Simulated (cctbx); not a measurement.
# BaZnBiF across an absorption edge

Space group P4/nmm (no. 129, origin choice 1), a = 4.5050 Å, b = 4.5050 Å, c = 9.9780 Å, α = 90.00°, β = 90.00°, γ = 90.00°.

| atom | mult. | x | y | z | Ueq (Å²) |
| --- | --- | --- | --- | --- | --- |
| Bi1 | 2 | 0 | 1/2 | 0.8439 | 0.0019 |
| Ba1 | 2 | 1/2 | 0 | 0.6426 | 0.0023 |
| Zn1 | 2 | 0 | 0 | 0 | 0.0045 |
| F1 | 2 | 0 | 0 | 1/2 | 0.0055 |

The model was made for the exercise: a known structure type with other elements put in, its volume estimated, not relaxed; displacement parameters are assumed.

Calculated with cctbx: free-atom f′ and f″ from the Sasaki tables, no fine structure; amplitudes in electrons.

| E (eV) | F 1 1 3 | F 1 1 0 | F 0 2 0 | F 0 0 4 |
| --- | --- | --- | --- | --- |
| 12819 | 72.7 | 157.4 | 261.3 | 105.1 |
| 13169 | 69.6 | 153.8 | 258.0 | 102.5 |
| 13299 | 67.0 | 151.0 | 255.3 | 100.5 |
| 13359 | 64.4 | 148.4 | 252.7 | 98.6 |
| 13389 | 61.9 | 145.7 | 250.1 | 96.7 |
| 13404 | 59.3 | 143.1 | 247.5 | 94.8 |
| 13411 | 57.0 | 140.7 | 245.1 | 93.2 |
| 13415 | 54.6 | 138.2 | 242.6 | 91.4 |
| 13423 | 56.2 | 138.8 | 243.0 | 91.9 |
| 13427 | 59.0 | 141.8 | 246.0 | 94.0 |
| 13434 | 61.4 | 144.3 | 248.5 | 95.8 |
| 13449 | 64.0 | 147.0 | 251.3 | 97.7 |
| 13479 | 66.7 | 149.8 | 254.0 | 99.6 |
| 13569 | 70.1 | 153.3 | 257.6 | 102.1 |
| 13819 | 73.7 | 156.8 | 261.3 | 104.6 |

**Question.** Which edge is crossed, and why do the reflections move as they do?

The L3 edge of Bi. The edge is at 13419 eV. f′ of Bi falls from -12.2 e at 13299 eV to -18.6 e at 4 eV below it, and f″ steps from 3.96 to 10.11 e across it. Over that approach |F| changes by -19 % (1 1 3), -8 % (1 1 0), -5 % (0 2 0) and -9 % (0 0 4): a reflection falls where Bi scatters in phase with the total and rises where it scatters against it; it hardly moves where the Bi term is small or cancels by symmetry. Above the edge the larger f″ enters the imaginary part, where it can add to or cancel the other atoms' f″. The structure is centrosymmetric, so Friedel mates stay equal.
